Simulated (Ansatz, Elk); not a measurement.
# TaZnNi6: X-ray structure factors from the self-consistent density

Structure refinements treat a crystal as free atoms side by side. For a made-up structure of TaZnNi6 (cell and positions from a PBEsol relaxation) the runs below show what the calculated density changes in F(hkl).

Method: DFT, PBE, all-electron APW+lo, Dirac cores, scalar-relativistic bands, static density, no spin, in Elk 11.2.3 (patched build).

This account leaves out most program logs.

The structure was built from a prototype and need not be the compound's stable phase.

### Step 1. Starting point

Symmetry: P4/mmm, No. 123, tetragonal system. Conventional cell: a = 3.598 Å, b = 3.598 Å, c = 7.029 Å, α = 90.00°, β = 90.00°, γ = 90.00°. Nearest to Ta lie 12 Ni at 2.54 Å. Nearest to Zn lie 12 Ni at 2.49 to 2.54 Å. Ni has 8 Ni at 2.49 to 2.54 Å and 2 Zn at 2.49 Å and 2 Ta at 2.54 Å nearest. Ni has 8 Ni at 2.54 Å and 4 Ta at 2.54 Å nearest. Nearest to Ni lie 8 Ni at 2.49 Å and 4 Zn at 2.54 Å. Farther neighbours are not listed.

As a file:

```cif
data_structure
_symmetry_space_group_name_H-M 'P 1'
_symmetry_Int_Tables_number 1
_cell_length_a 3.5977
_cell_length_b 3.5977
_cell_length_c 7.0291
_cell_angle_alpha 90.000
_cell_angle_beta 90.000
_cell_angle_gamma 90.000
_cell_volume 90.98
loop_
_atom_site_label
_atom_site_type_symbol
_atom_site_fract_x
_atom_site_fract_y
_atom_site_fract_z
_atom_site_occupancy
Ta1 Ta 0.00000 0.00000 0.50000 1
Zn2 Zn 0.00000 0.00000 0.00000 1
Ni3 Ni 0.00000 0.50000 0.75445 1
Ni4 Ni 0.00000 0.50000 0.24555 1
Ni5 Ni 0.50000 0.00000 0.75445 1
Ni6 Ni 0.50000 0.00000 0.24555 1
Ni7 Ni 0.50000 0.50000 0.50000 1
Ni8 Ni 0.50000 0.50000 0.00000 1
```

### Step 2. Ground state and structure factors

An all-electron density is needed, since X-rays see the cores too. Task 0 finds the density and task 195 Fourier-transforms it; tshift is off so that phases refer to the origin typed.

elk.in

```
tasks
  0
  195

xctype
  20

spinpol
  .false.

rgkmax
  7.0

gmaxvr
  14.0

lmaxo
  7

lmaxapw
  8

swidth
  0.002

tshift
  .false.

ramdisk
  .false.

hmaxvr
  5.5

maxscl
  120

epspot
  1e-06

sppath
  './'

avec
  6.79867861706 -0.00000000000 0.00000000000
  -0.00000000000 6.79867861706 0.00000000000
  0.00000000000 0.00000000000 13.28312228228

atoms
  3
  'Ta.in'
  1
  -0.0000000000 0.0000000000 0.5000000000   0.000000 0.000000 0.000000
  'Zn.in'
  1
  0.0000000000 -0.0000000000 0.0000000000   0.000000 0.000000 0.000000
  'Ni.in'
  6
  0.0000000000 0.5000000000 0.7544476098   0.000000 0.000000 0.000000
  0.0000000000 0.5000000000 0.2455523902   0.000000 0.000000 0.000000
  0.5000000000 -0.0000000000 0.7544476098   0.000000 0.000000 0.000000
  0.5000000000 0.0000000000 0.2455523902   0.000000 0.000000 0.000000
  0.5000000000 0.5000000000 0.5000000000   0.000000 0.000000 0.000000
  0.5000000000 0.5000000000 0.0000000000   0.000000 0.000000 0.000000

ngridk
  6 6 3
```

Run with:

```console
$ OMP_NUM_THREADS=4 elk
```

Elapsed: 61 s, on 4 threads of AMD EPYC 9B14 (Zen 4), shared host; peak memory 0.33 GiB.

SFACRHO.OUT:

```text

h k l indices transformed by vhmat matrix:
   1.000000000       0.000000000       0.000000000    
   0.000000000       1.000000000       0.000000000    
   0.000000000       0.000000000       1.000000000    

      h      k      l  multipl.   |H|            Re(F)            Im(F)           |F|

      0      0      0      1   0.0000000       271.00000      0.18512901E-17   271.00000    
      0      0      1      2  0.47302021      -38.871323     -0.29179083E-13   38.871323    
     -1      0      0      4  0.92417743       43.245616      0.29821296E-13   43.245616    
      0      0      2      2  0.94604042       43.286292      0.11741909E-12   43.286292    
     -1      0     -1      8   1.0381965      -38.909046      0.13979480E-13   38.909046    
      1      1      0      4   1.3069843       41.287198      0.56411708E-17   41.287198    
      0     -1     -2      8   1.3225341       41.229217     -0.84464914E-14   41.229217    
      1      1      1      8   1.3899482      -39.423981     -0.37689153E-13   39.423981    
      0      0      3      2   1.4190606      -43.977350     -0.10676253E-12   43.977350    
      1     -1     -2      8   1.6134436       204.26145      0.99081458E-14   204.26145    
      0      1     -3      8   1.6934689      -35.563285      0.61481527E-13   35.563285    
      2      0      0      4   1.8483549       193.27444      0.49607632E-13   193.27444    
      0      0     -4      2   1.8920808       190.78610      0.53141040E-14   190.78610    
     -2      0     -1      8   1.9079213      -32.415619      0.31623515E-13   32.415619    
     -1     -1      3      8   1.9292332      -28.175866     -0.10148670E-12   28.175866    
     -2      1      0      8   2.0665235       37.697631     -0.23547630E-13   37.697631    
      0      2     -2      8   2.0763931       37.794393     -0.96755980E-13   37.794393    
     -1      0      4      8   2.1057241       37.518734      0.10127055E-12   37.518734
```

Elk indexes on the primitive cell of elk.in and gives |H| = 4π sin θ/λ in inverse bohr. Below, one row stands for each form hkl of the conventional cell (m members, Friedel mates merged), F is for one primitive cell and the density is static (no thermal factor). Free-atom factors are Waasmaier and Kirfel's, and R is Σm||F|−|F'||/Σm|F|.

| hkl | m | sin θ/λ (Å⁻¹) | abs F, DFT | neutral atoms | diff. |
| --- | --- | --- | --- | --- | --- |
| 001 | 2 | 0.071 | 38.871 | 38.804 | +0.067 |
| 100 | 4 | 0.139 | 43.246 | 43.776 | -0.530 |
| 002 | 2 | 0.142 | 43.286 | 43.812 | -0.525 |
| 101 | 8 | 0.156 | 38.909 | 38.872 | +0.037 |
| 110 | 4 | 0.197 | 41.287 | 41.750 | -0.463 |
| 102 | 8 | 0.199 | 41.229 | 41.669 | -0.439 |
| 111 | 8 | 0.209 | 39.424 | 39.512 | -0.088 |
| 003 | 2 | 0.213 | 43.977 | 44.187 | -0.210 |
| 112 | 8 | 0.243 | 204.261 | 205.257 | -0.996 |
| 103 | 8 | 0.255 | 35.563 | 35.573 | -0.010 |
| 200 | 4 | 0.278 | 193.274 | 194.462 | -1.188 |
| 004 | 2 | 0.284 | 190.786 | 191.973 | -1.187 |
| 201 | 8 | 0.287 | 32.416 | 32.389 | +0.027 |
| 113 | 8 | 0.290 | 28.176 | 28.051 | +0.125 |
| 210 | 8 | 0.311 | 37.698 | 37.793 | -0.096 |
| 202 | 8 | 0.312 | 37.794 | 37.856 | -0.061 |
| 104 | 8 | 0.317 | 37.519 | 37.588 | -0.069 |
| 211 | 16 | 0.319 | 33.572 | 33.510 | +0.062 |

### Step 3. The highest occupied states alone

An energy window below the Fermi level keeps the highest occupied states, to see at which angles they scatter; shallow core shells can lie inside it and anion s states outside. No new self-consistency is needed.

elk.in, as its differences from that of step 2:

```diff
@@ -1,3 +1,2 @@
 tasks
-  0
   195
@@ -40,2 +39,5 @@
 
+wsfac
+  -0.202470 0.648770
+
 sppath
```

Run with:

```console
$ OMP_NUM_THREADS=4 elk
```

It took 10 s on 4 threads; peak memory 0.26 GiB; 15 s of CPU time.

States within 15 eV below the Fermi level hold 77.00 electrons; any levels below the window count with the cores. Their amplitudes can exceed the total, where window and core parts have opposite phase:

```csv
hkl,sin θ/λ (Å⁻¹),"abs F, window","abs F, all"
001,0.071,8.314,38.871
100,0.139,4.045,43.246
002,0.142,3.994,43.286
101,0.156,7.422,38.909
110,0.197,3.721,41.287
102,0.199,3.679,41.229
111,0.209,6.328,39.424
003,0.213,5.158,43.977
112,0.243,35.758,204.261
103,0.255,6.147,35.563
```

### Step 4. Another functional

The difference from free atoms is small, so it is set against the change that PBEsol makes.

elk.in, as its differences from that of step 3:

```diff
@@ -1,2 +1,3 @@
 tasks
+  0
   195
@@ -4,3 +5,3 @@
 xctype
-  20
+  22
 
@@ -39,5 +40,2 @@
 
-wsfac
-  -0.202470 0.648770
-
 sppath
```

Run with:

```console
$ OMP_NUM_THREADS=4 elk
```

It took 62 s on 4 threads; peak memory 0.33 GiB; 3.3 min of CPU time.

Against the first run R = 0.01 %; the largest change is -0.070 at 004.

### Step 5. Basis size

A smaller basis shows how fast F responds to it; the change is likely larger than the basis error of the first run, but doesn't show convergence.

elk.in, as its differences from that of step 4:

```diff
@@ -5,3 +5,3 @@
 xctype
-  22
+  20
 
@@ -11,3 +11,3 @@
 rgkmax
-  7.0
+  5.5
```

Run with:

```console
$ OMP_NUM_THREADS=4 elk
```

The job ended after 58 s (4 threads; peak memory 0.33 GiB).

Against the first run R = 0.04 %; the largest change is +0.288 at 220.

### Step 6. Settings against the effect

| run | R against the first run (%) | R against neutral atoms, low angle (%) | wall time |
| --- | --- | --- | --- |
| PBE, rgkmax 7 | 0.00 | 0.52 | 61 s |
| PBEsol | 0.01 | 0.53 | 62 s |
| rgkmax 5.5 | 0.04 | 0.53 | 58 s |

### Step 7. Summary of results

| Property | Result |
| --- | --- |
| R against neutral atoms, sin θ/λ < 0.3 Å⁻¹ | 0.52 % |
| R against neutral atoms, 0.3 to 0.79 Å⁻¹ | 0.27 % |

In words: Independent neutral atoms miss the calculated amplitudes by R = 0.52 % below 0.3 Å⁻¹ and 0.27 % from there to 0.79 Å⁻¹; by shells, 0.98 % below 0.15 Å⁻¹ (3 forms), 0.49 % 0.15 to 0.3 (11 forms), 0.18 % 0.3 to 0.45 (24 forms), 0.28 % above 0.45 (111 forms). Bonding, aspherical density and the tables' own atoms all enter these figures, and the runs don't part them. The largest change of an amplitude is -1.19 electrons, at 200. The window's part falls from 77.0 electrons at the origin to at most 14.62 between 0.45 and 0.79 Å⁻¹, where compact states inside the window still scatter. Below 0.3 Å⁻¹ the changes that finished (PBEsol and rgkmax 5.5) move F by R = 0.04 % at most, against the 0.52 % that separates it from free atoms. The k-mesh has no finished test. These runs have no spin, though d or f shells may be open. Spin-orbit coupling is left out, which can matter for elements this heavy. Part of the difference isn't bonding: the tables are fits to free atoms and ions calculated by other methods than this functional. Thermal motion, anomalous dispersion and extinction are left out.

[Logs are printed without paths, hosts, clocks, repeated set-up lines and the standing remarks that a program may print on its own settings, such as how far it seeks lower states.]

[Hosts, paths, dates, database ids (printed as entryN), source tags and the programs' standing remarks are cut or masked in the printed files.]
